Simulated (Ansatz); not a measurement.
# Site preference of Al in place of Si in amorphous Si (76 atoms), part 2 of 3

Aim: make Al in place of Si at several sites of amorphous Si (76 atoms), relax each, and compare their energies.

Ansatz 0.2.0; Kohn-Sham DFT, PBEsol, PAW (set soft_2), plane waves.

The cell: 76 Si. The quench rate of 10 K/ps is orders of magnitude faster than experiment. The starting topology of bonds comes from the classical model. Sampling is at Γ alone, for a cell whose shortest periodic width is 12 Å.

So far. Step 2 (Single point at the start): The r.m.s. force at the start is 0.59 eV/Å. Step 3 (Relaxation): The relaxation converged after 12 steps, 4.51 eV below its start, with a largest force component of 0.029 eV/Å.

## Step 5: Al on a site of Si, site Si35

The site has 3 bonded neighbours (Si3) at 2.43 Å on average, by cutoffs that count no bonds between two metal atoms or like ions. The change is made in the relaxed cell and the atoms are relaxed again.

input.yaml reads:

```yaml
crystal:
  lattice:
    - [11.5206, 0.0, 0.0]
    - [0.0, 11.5206, 0.0]
    - [0.0, 0.0, 11.5206]
  atoms:
    [... atom lines 1 to 31 left out ...]
    - { symbol: Si, position: [0.44873, 0.25664, 0.34831] }
    - { symbol: Si, position: [0.33324, 0.4777, 0.0002] }
    - { symbol: Si, position: [0.05288, 0.65754, 0.94977] }
    - { symbol: Al, position: [0.31464, 0.07245, 0.43084] }
    - { symbol: Si, position: [0.00317, 0.96873, 0.0252] }
    - { symbol: Si, position: [0.76709, 0.19888, 0.14371] }
    - { symbol: Si, position: [0.13054, 0.2862, 0.40459] }
    [... atom lines 39 to 76 left out ...]
kpoints:
  mp_grid: { grid: [1, 1, 1] }
hamiltonian:
  xc: pbesol
scf:
  occupations: { method: gaussian, width: 0.025 }
output:
  forces: true
  eigenvalues: true
relax:
  f_tol: 0.05
  max_steps: 90
```

The run is started by

```console
ansatz run input.yaml --threads 4 --pin off --max-ram 8192MiB --backend cpu --events-out ev --progress --plain --runs-dir out
```

Numbers of over 12 decimals in the logs are rounded to 6 here.

Output:

```text
[...]
Crystal: 76 atoms, lattice volume = 1529.063 Å³
Basis set: ecut = 420 eV, 29855 PW (Γ), exchange–correlation on 160×160×160 points (8 copies of the dense FFT grid, shifted against one another)
Bands: 228, of which v1, the nominal top of the filled ones, is band 152 counted from 1 (151 counted from 0)
Symmetry: 1 space group operations
[...]
k-points: 1
[...]
SCF iter   1: F=—  HF=-47116.354538 eV  |F-HF|=—  |Δ(HF+E_count)|=         —  Δρ=4.18e-3  dr2=7.55e-1  ethr=1.77e-3  ⟨swp⟩=6.0  Hψ=1060  notcnv=0  defer=32
[...]
SCF iter   7: F=-47116.222323 eV  HF=-47116.222345 eV  |F-HF|=2.22e-5  |Δ(HF+E_count)|=   2.46e-5  Δρ=2.40e-5  dr2=4.41e-5  ethr=2.06e-8  ⟨swp⟩=13.0  Hψ=1569  notcnv=0
SCF 1 converged in 7 iterations: F = -47116.222323 eV  dr2 = 4.41e-5
[...]
relax step   1: F+E_penalty+E_count = -47116.22232295 eV  Δ(F+E_penalty+E_count) = +0.000e0 eV  max|allowed force component| = 1.102e0 eV/Å  Δτ_max = 0.0000 Å  (7 SCF iters, dr2 threshold 6.25e-5 eV, accepted)
[...]
relax step   2: F+E_penalty+E_count = -47116.40070481 eV  Δ(F+E_penalty+E_count) = -1.784e-1 eV  max|allowed force component| = 4.707e-1 eV/Å  Δτ_max = 0.0715 Å  (6 SCF iters, dr2 threshold 7.58e-5 eV, accepted)
[...]
relax step   3: F+E_penalty+E_count = -47116.48340495 eV  Δ(F+E_penalty+E_count) = -8.270e-2 eV  max|allowed force component| = 1.235e-1 eV/Å  Δτ_max = 0.1018 Å  (7 SCF iters, dr2 threshold 1.38e-5 eV, accepted)
relax step   4: F+E_penalty+E_count = -47116.51631032 eV  Δ(F+E_penalty+E_count) = -3.291e-2 eV  max|allowed force component| = 1.372e-1 eV/Å  Δτ_max = 0.0752 Å  (9 SCF iters, accepted)
relax step   5: F+E_penalty+E_count = -47116.54318122 eV  Δ(F+E_penalty+E_count) = -2.687e-2 eV  max|allowed force component| = 2.272e-1 eV/Å  Δτ_max = 0.1882 Å  (10 SCF iters, accepted)
relax step   6: F+E_penalty+E_count = -47116.59851336 eV  Δ(F+E_penalty+E_count) = -5.533e-2 eV  max|allowed force component| = 1.296e-1 eV/Å  Δτ_max = 0.0643 Å  (5 SCF iters, dr2 threshold 5.16e-5 eV, accepted)
relax step   7: F+E_penalty+E_count = -47116.66571711 eV  Δ(F+E_penalty+E_count) = -6.720e-2 eV  max|allowed force component| = 3.237e-1 eV/Å  Δτ_max = 0.1961 Å  (7 SCF iters, dr2 threshold 5.47e-6 eV, accepted)
relax step   8: F+E_penalty+E_count = -47116.73136464 eV  Δ(F+E_penalty+E_count) = -6.565e-2 eV  max|allowed force component| = 3.088e-1 eV/Å  Δτ_max = 0.0871 Å  (6 SCF iters, dr2 threshold 3.41e-5 eV, accepted)
relax step   9: F+E_penalty+E_count = -47116.81634385 eV  Δ(F+E_penalty+E_count) = -8.498e-2 eV  max|allowed force component| = 2.435e-1 eV/Å  Δτ_max = 0.1951 Å  (6 SCF iters, dr2 threshold 8.68e-5 eV, accepted)
relax step  10: F+E_penalty+E_count = -47116.88044837 eV  Δ(F+E_penalty+E_count) = -6.410e-2 eV  max|allowed force component| = 3.549e-1 eV/Å  Δτ_max = 0.0852 Å  (5 SCF iters, dr2 threshold 3.68e-5 eV, accepted)
relax step  11: F+E_penalty+E_count = -47116.93888502 eV  Δ(F+E_penalty+E_count) = -5.844e-2 eV  max|allowed force component| = 1.802e-1 eV/Å  Δτ_max = 0.1218 Å  (6 SCF iters, dr2 threshold 7.83e-5 eV, accepted)
relax step  12: F+E_penalty+E_count = -47116.99100039 eV  Δ(F+E_penalty+E_count) = -5.212e-2 eV  max|allowed force component| = 2.015e-1 eV/Å  Δτ_max = 0.0865 Å  (6 SCF iters, dr2 threshold 8.37e-6 eV, accepted)
relax step  13: F+E_penalty+E_count = -47117.03476496 eV  Δ(F+E_penalty+E_count) = -4.376e-2 eV  max|allowed force component| = 2.410e-1 eV/Å  Δτ_max = 0.1765 Å  (6 SCF iters, dr2 threshold 1.05e-5 eV, accepted)
relax step  14: F+E_penalty+E_count = -47117.06777491 eV  Δ(F+E_penalty+E_count) = -3.301e-2 eV  max|allowed force component| = 1.633e-1 eV/Å  Δτ_max = 0.1787 Å  (6 SCF iters, dr2 threshold 5.81e-5 eV, accepted)
relax step  15: F+E_penalty+E_count = -47117.10052540 eV  Δ(F+E_penalty+E_count) = -3.275e-2 eV  max|allowed force component| = 1.132e-1 eV/Å  Δτ_max = 0.1186 Å  (6 SCF iters, dr2 threshold 1.22e-5 eV, accepted)
relax step  16: F+E_penalty+E_count = -47117.12753297 eV  Δ(F+E_penalty+E_count) = -2.701e-2 eV  max|allowed force component| = 9.458e-2 eV/Å  Δτ_max = 0.1541 Å  (7 SCF iters, dr2 threshold 5.88e-6 eV, accepted)
relax step  17: F+E_penalty+E_count = -47117.14456000 eV  Δ(F+E_penalty+E_count) = -1.703e-2 eV  max|allowed force component| = 8.919e-2 eV/Å  Δτ_max = 0.0425 Å  (6 SCF iters, dr2 threshold 4.30e-6 eV, accepted)
relax step  18: F+E_penalty+E_count = -47117.15450325 eV  Δ(F+E_penalty+E_count) = -9.943e-3 eV  max|allowed force component| = 1.722e-1 eV/Å  Δτ_max = 0.0676 Å  (6 SCF iters, dr2 threshold 5.55e-6 eV, accepted)
relax step  19: F+E_penalty+E_count = -47117.16527048 eV  Δ(F+E_penalty+E_count) = -1.077e-2 eV  max|allowed force component| = 4.011e-2 eV/Å  Δτ_max = 0.0457 Å  (6 SCF iters, dr2 threshold 2.64e-5 eV, accepted)
[...]
relax step  20: F+E_penalty+E_count = -47117.16527049 eV  Δ(F+E_penalty+E_count) = -7.836e-9 eV  max|allowed force component| = 4.011e-2 eV/Å  Δτ_max = 0.0000 Å  (3 SCF iters, accepted)
SCF converged after 3 iterations
Free energy (F): -47117.165270 eV
[...]
Internal energy: -47117.151002 eV  (E = F + TS)
E sigma→0 (E₀):  -47117.158136 eV
Entropy (-TS):   -0.014269 eV (-0.188 meV/atom)
Fermi energy:    6.139696 eV
[...]
--- Forces (eV/Å), atoms counted from 1 ---
  atom   1  Si     0.01138858    -0.03199647     0.01702548
  atom   2  Si     0.00128099     0.00858816    -0.00309724
  atom   3  Si     0.01937405     0.01539058     0.04011091
  atom   4  Si    -0.00848710     0.00428358     0.01101919
  atom   5  Si    -0.00500267     0.00719587    -0.00550127
  atom   6  Si     0.00961744    -0.00670353     0.00682062
  atom   7  Si    -0.00053225     0.00007206    -0.00239532
  atom   8  Si     0.00532286     0.00434396    -0.01924111
  atom   9  Si     0.00680858     0.00868534     0.00320393
  atom  10  Si    -0.00434412     0.01499067    -0.01338747
  atom  11  Si    -0.01484511    -0.00240965     0.00126664
  atom  12  Si     0.00852221    -0.02503813     0.02364799
  atom  13  Si    -0.00637842     0.01189381    -0.01205921
  atom  14  Si     0.00985762     0.00366824    -0.00729747
[...]
atom  75  Si     0.00322438    -0.00898618    -0.00656686
  atom  76  Si     0.00159382     0.00687452    -0.00225413
  max |Σ_I F_I| component: 1.40e-5 eV/Å
--- Band table (eV) ---
[...]
--- Relaxed structure (20 steps of the walk, 20 accepted, 0 SCFs on fresh bases) ---
  F+E_penalty+E_count = -47117.16527049 eV   max|allowed force component| = 4.011e-2 eV/Å
  atoms:
    - { symbol: Si, position: [0.935631, 0.240793, 0.026005] }
    - { symbol: Si, position: [0.661197, 0.372804, 0.117134] }
    - { symbol: Si, position: [0.063907, 0.069781, 0.220364] }
    - { symbol: Si, position: [0.287348, 0.281672, 0.056871] }
[...]
- { symbol: Si, position: [0.731095, 0.637260, 0.291563] }
```

Run time: 3.4 min. Hardware: 4 threads of Arm Neoverse V1, shared host; peak memory 1.4 GiB; 13 min of CPU time.

The relaxation converged after 20 steps, 0.943 eV below its start, with a largest force component of 0.040 eV/Å.

A closer look about the Al atom, after relaxation: 13 atoms, nearest first, numbered in the order of the input, with positions taken from that point.

| atom | x | y | z | distance (Å) | bonds |
| --- | --- | --- | --- | --- | --- |
| Al35 | 0.00 | 0.00 | 0.00 | 0.00 | 6 |
| Si62 | 2.34 | 0.10 | 0.79 | 2.48 | 4 |
| Si38 | -1.48 | 1.86 | -0.90 | 2.54 | 4 |
| Si21 | -0.04 | -2.13 | -1.47 | 2.59 | 5 |
| Si74 | -1.31 | 1.62 | 1.61 | 2.63 | 6 |
| Si68 | -1.03 | -0.68 | 2.36 | 2.67 | 5 |
| Si10 | -0.46 | -2.57 | 1.08 | 2.83 | 5 |
| Si59 | -0.30 | -0.36 | -3.16 | 3.19 | 4 |
| Si23 | 0.19 | 3.46 | -0.01 | 3.47 | 4 |
| Si32 | 1.90 | 2.71 | -1.57 | 3.66 | 4 |
| Si43 | 3.22 | -1.93 | -0.03 | 3.75 | 4 |
| Si73 | -3.45 | 1.42 | 0.47 | 3.76 | 5 |
| Si31 | 1.30 | 1.30 | -3.41 | 3.87 | 4 |

The column of bonds counts only the pairs Si-Si within 2.77 Å, Si-Al within 3.02 Å; other neighbours, such as metal atoms beside each other in a compound, aren't counted, and periodic images can show an atom twice.

The largest move is 1.09 Å, by Si38.

## Step 6: Al on a site of Si, site Si16

The site has 5 bonded neighbours (Si5) at 2.49 Å on average. 

input.yaml, the sections that differ from step 5:

```yaml
crystal:
  lattice:
    - [11.5206, 0.0, 0.0]
    - [0.0, 11.5206, 0.0]
    - [0.0, 0.0, 11.5206]
  atoms:
    [... atom lines 1 to 12 left out ...]
    - { symbol: Si, position: [0.23213, 0.20669, 0.87896] }
    - { symbol: Si, position: [0.13956, 0.45732, 0.72907] }
    - { symbol: Si, position: [0.98122, 0.04807, 0.71139] }
    - { symbol: Al, position: [0.28708, 0.31952, 0.69553] }
    - { symbol: Si, position: [0.27831, 0.8863, 0.02732] }
    - { symbol: Si, position: [0.02042, 0.18464, 0.8657] }
    - { symbol: Si, position: [0.77323, 0.54481, 0.11486] }
    [... atom lines 20 to 76 left out ...]
# kpoints, hamiltonian, scf, output, relax: as in step 5
```

Output:

```text
[...]
Crystal: 76 atoms, lattice volume = 1529.063 Å³
Basis set: ecut = 420 eV, 29855 PW (Γ), exchange–correlation on 160×160×160 points (8 copies of the dense FFT grid, shifted against one another)
Bands: 228, of which v1, the nominal top of the filled ones, is band 152 counted from 1 (151 counted from 0)
Symmetry: 1 space group operations
[...]
k-points: 1
[...]
SCF iter   1: F=—  HF=-47116.239001 eV  |F-HF|=—  |Δ(HF+E_count)|=         —  Δρ=4.32e-3  dr2=9.00e-1  ethr=1.77e-3  ⟨swp⟩=6.0  Hψ=1061  notcnv=0  defer=33
[...]
SCF iter   6: F=—  HF=-47116.089102 eV  |F-HF|=—  |Δ(HF+E_count)|=   2.37e-5  Δρ=5.24e-5  dr2=1.52e-4  ethr=4.89e-7  ⟨swp⟩=2.0  Hψ=210  notcnv=0  defer=71
SCF iter   7: F=-47116.089107 eV  HF=-47116.089125 eV  |F-HF|=1.79e-5  |Δ(HF+E_count)|=   2.32e-5  Δρ=2.19e-5  dr2=4.01e-5  ethr=2.06e-8  ⟨swp⟩=13.0  Hψ=1458  notcnv=0
SCF 1 converged in 7 iterations: F = -47116.089107 eV  dr2 = 4.01e-5
[...]
relax step   1: F+E_penalty+E_count = -47116.08910683 eV  Δ(F+E_penalty+E_count) = +0.000e0 eV  max|allowed force component| = 5.610e-1 eV/Å  Δτ_max = 0.0000 Å  (7 SCF iters, dr2 threshold 6.25e-5 eV, accepted)
[...]
relax step   2: F+E_penalty+E_count = -47116.22172195 eV  Δ(F+E_penalty+E_count) = -1.326e-1 eV  max|allowed force component| = 1.998e-1 eV/Å  Δτ_max = 0.0699 Å  (6 SCF iters, dr2 threshold 1.97e-5 eV, accepted)
[...]
relax step   3: F+E_penalty+E_count = -47116.26162192 eV  Δ(F+E_penalty+E_count) = -3.990e-2 eV  max|allowed force component| = 7.349e-2 eV/Å  Δτ_max = 0.0574 Å  (9 SCF iters, accepted)
relax step   4: F+E_penalty+E_count = -47116.27298528 eV  Δ(F+E_penalty+E_count) = -1.136e-2 eV  max|allowed force component| = 5.500e-2 eV/Å  Δτ_max = 0.0325 Å  (8 SCF iters, accepted)
[...]
relax step   5: F+E_penalty+E_count = -47116.28082900 eV  Δ(F+E_penalty+E_count) = -7.844e-3 eV  max|allowed force component| = 3.616e-2 eV/Å  Δτ_max = 0.0474 Å  (9 SCF iters, accepted)
SCF converged after 9 iterations
Free energy (F): -47116.280829 eV
[...]
Internal energy: -47116.266724 eV  (E = F + TS)
E sigma→0 (E₀):  -47116.273777 eV
Entropy (-TS):   -0.014105 eV (-0.186 meV/atom)
Fermi energy:    6.166694 eV
[...]
Σ components = -47116.280829   (vs F -47116.280829, Δ=0.00e0)
--- Forces (eV/Å), atoms counted from 1 ---
  atom   1  Si     0.00610509    -0.00198441     0.01972097
  atom   2  Si     0.00117738    -0.00433181     0.00389582
  atom   3  Si     0.00359985     0.00695118     0.01233994
  atom   4  Si    -0.00531860     0.01406559     0.01701960
[...]
atom  76  Si    -0.00080703     0.00192852     0.00246286
  max |Σ_I F_I| component: 1.84e-5 eV/Å
--- Band table (eV) ---
[...]
--- Relaxed structure (5 steps of the walk, 5 accepted, 0 SCFs on fresh bases) ---
  F+E_penalty+E_count = -47116.28082900 eV   max|allowed force component| = 3.616e-2 eV/Å
  atoms:
    - { symbol: Si, position: [0.946699, 0.266485, 0.049580] }
    - { symbol: Si, position: [0.657007, 0.375944, 0.117278] }
    - { symbol: Si, position: [0.052555, 0.056011, 0.202841] }
    - { symbol: Si, position: [0.283986, 0.273484, 0.069365] }
[...]
- { symbol: Si, position: [0.742429, 0.625771, 0.297150] }
```

Elapsed: 52 s, on 4 threads; peak memory 1.4 GiB.

The relaxation converged after 5 steps, 0.192 eV below its start, with a largest force component of 0.036 eV/Å.

The surroundings of the Al atom, after relaxation, nearest first, numbered as they follow in the input and with coordinates relative to it.

| atom | x | y | z | distance (Å) | bonds |
| --- | --- | --- | --- | --- | --- |
| Al16 | 0.00 | 0.00 | 0.00 | 0.00 | 5 |
| Si14 | -1.76 | 1.69 | 0.26 | 2.45 | 4 |
| Si74 | -0.84 | -1.94 | -1.44 | 2.56 | 4 |
| Si13 | -0.68 | -1.32 | 2.09 | 2.56 | 4 |
| Si57 | 1.60 | 2.02 | -0.27 | 2.60 | 4 |
| Si23 | 0.31 | 0.49 | -2.60 | 2.66 | 4 |
| Si26 | -0.75 | 3.10 | 1.81 | 3.66 | 4 |
| Si65 | -3.69 | 0.40 | 0.57 | 3.75 | 4 |
| Si47 | 2.37 | 2.25 | 2.00 | 3.83 | 4 |
| Si33 | 0.50 | 1.82 | 3.38 | 3.87 | 4 |
| Si18 | -3.09 | -1.51 | 1.85 | 3.91 | 4 |
| Si69 | -1.99 | 2.96 | -1.65 | 3.93 | 4 |
| Si38 | -1.84 | -0.24 | -3.47 | 3.94 | 4 |
| Si46 | 0.11 | -3.51 | 1.80 | 3.94 | 4 |
| Si72 | 0.09 | 2.87 | -2.71 | 3.95 | 4 |

The column of bonds counts only the pairs Si-Si within 2.73 Å, Si-Al within 3.08 Å; other neighbours, such as metal atoms beside each other in a compound, aren't counted, and periodic images can show an atom twice.

The largest move is 0.15 Å, by Si35.

## Step 7: Al on a site of Si, site Si8

The site has 4 bonded neighbours (Si4) at 2.38 Å on average. 

Input and log are left out; they have the form of those shown for this kind of step.

It took 49 s on 4 threads of Arm Neoverse V1, shared host; peak memory 1.4 GiB.

The relaxation converged after 5 steps, 0.349 eV below its start, with a largest force component of 0.041 eV/Å.

A closer look about the Al atom, after relaxation: 15 atoms, nearest first, numbered in the order of the input, with positions taken from that point.

| atom | x | y | z | distance (Å) | bonds |
| --- | --- | --- | --- | --- | --- |
| Al8 | 0.00 | 0.00 | 0.00 | 0.00 | 4 |
| Si30 | 0.36 | -1.00 | 2.20 | 2.45 | 4 |
| Si41 | -0.35 | 2.49 | 0.23 | 2.52 | 4 |
| Si75 | 2.08 | 0.26 | -1.40 | 2.52 | 4 |
| Si28 | -2.17 | -1.40 | -0.46 | 2.63 | 4 |
| Si43 | 0.54 | 0.94 | -2.98 | 3.17 | 4 |
| Si48 | 1.84 | 2.82 | 1.12 | 3.55 | 4 |
| Si42 | 2.61 | -2.01 | -1.35 | 3.56 | 4 |
| Si10 | -3.12 | 0.44 | -1.80 | 3.63 | 4 |
| Si62 | -0.43 | 2.91 | -2.16 | 3.65 | 4 |
| Si47 | -0.23 | -3.24 | 1.68 | 3.66 | 4 |
| Si57 | -1.03 | -3.51 | -0.55 | 3.70 | 4 |
| Si46 | -2.44 | 2.57 | 1.40 | 3.81 | 4 |
| Si61 | 3.53 | 1.46 | 0.05 | 3.82 | 4 |
| Si29 | -0.97 | -0.79 | -3.62 | 3.83 | 4 |

The column of bonds counts only the pairs Si-Si within 2.73 Å, Si-Al within 2.93 Å; other neighbours, such as metal atoms beside each other in a compound, aren't counted, and periodic images can show an atom twice.

The largest move is 0.28 Å, by Si75.

## Step 8: Al on a site of Si, site Si40

The site has 4 bonded neighbours (Si4) at 2.37 Å on average. 

Input and log are left out; they have the form of those shown for this kind of step.

Run time: 64 s. Hardware: 4 threads of Arm Neoverse V1, shared host; peak memory 1.4 GiB; 3.9 min of CPU time.

The relaxation converged after 6 steps, 0.265 eV below its start, with a largest force component of 0.042 eV/Å.

[end of part 2 of 3]

[Logs are printed without paths, hosts, clocks, repeated set-up lines and the standing remarks that a program may print on its own settings, such as how far it seeks lower states.]

[Hosts, paths, dates, database ids (printed as entryN), source tags and the programs' standing remarks are cut or masked in the printed files.]
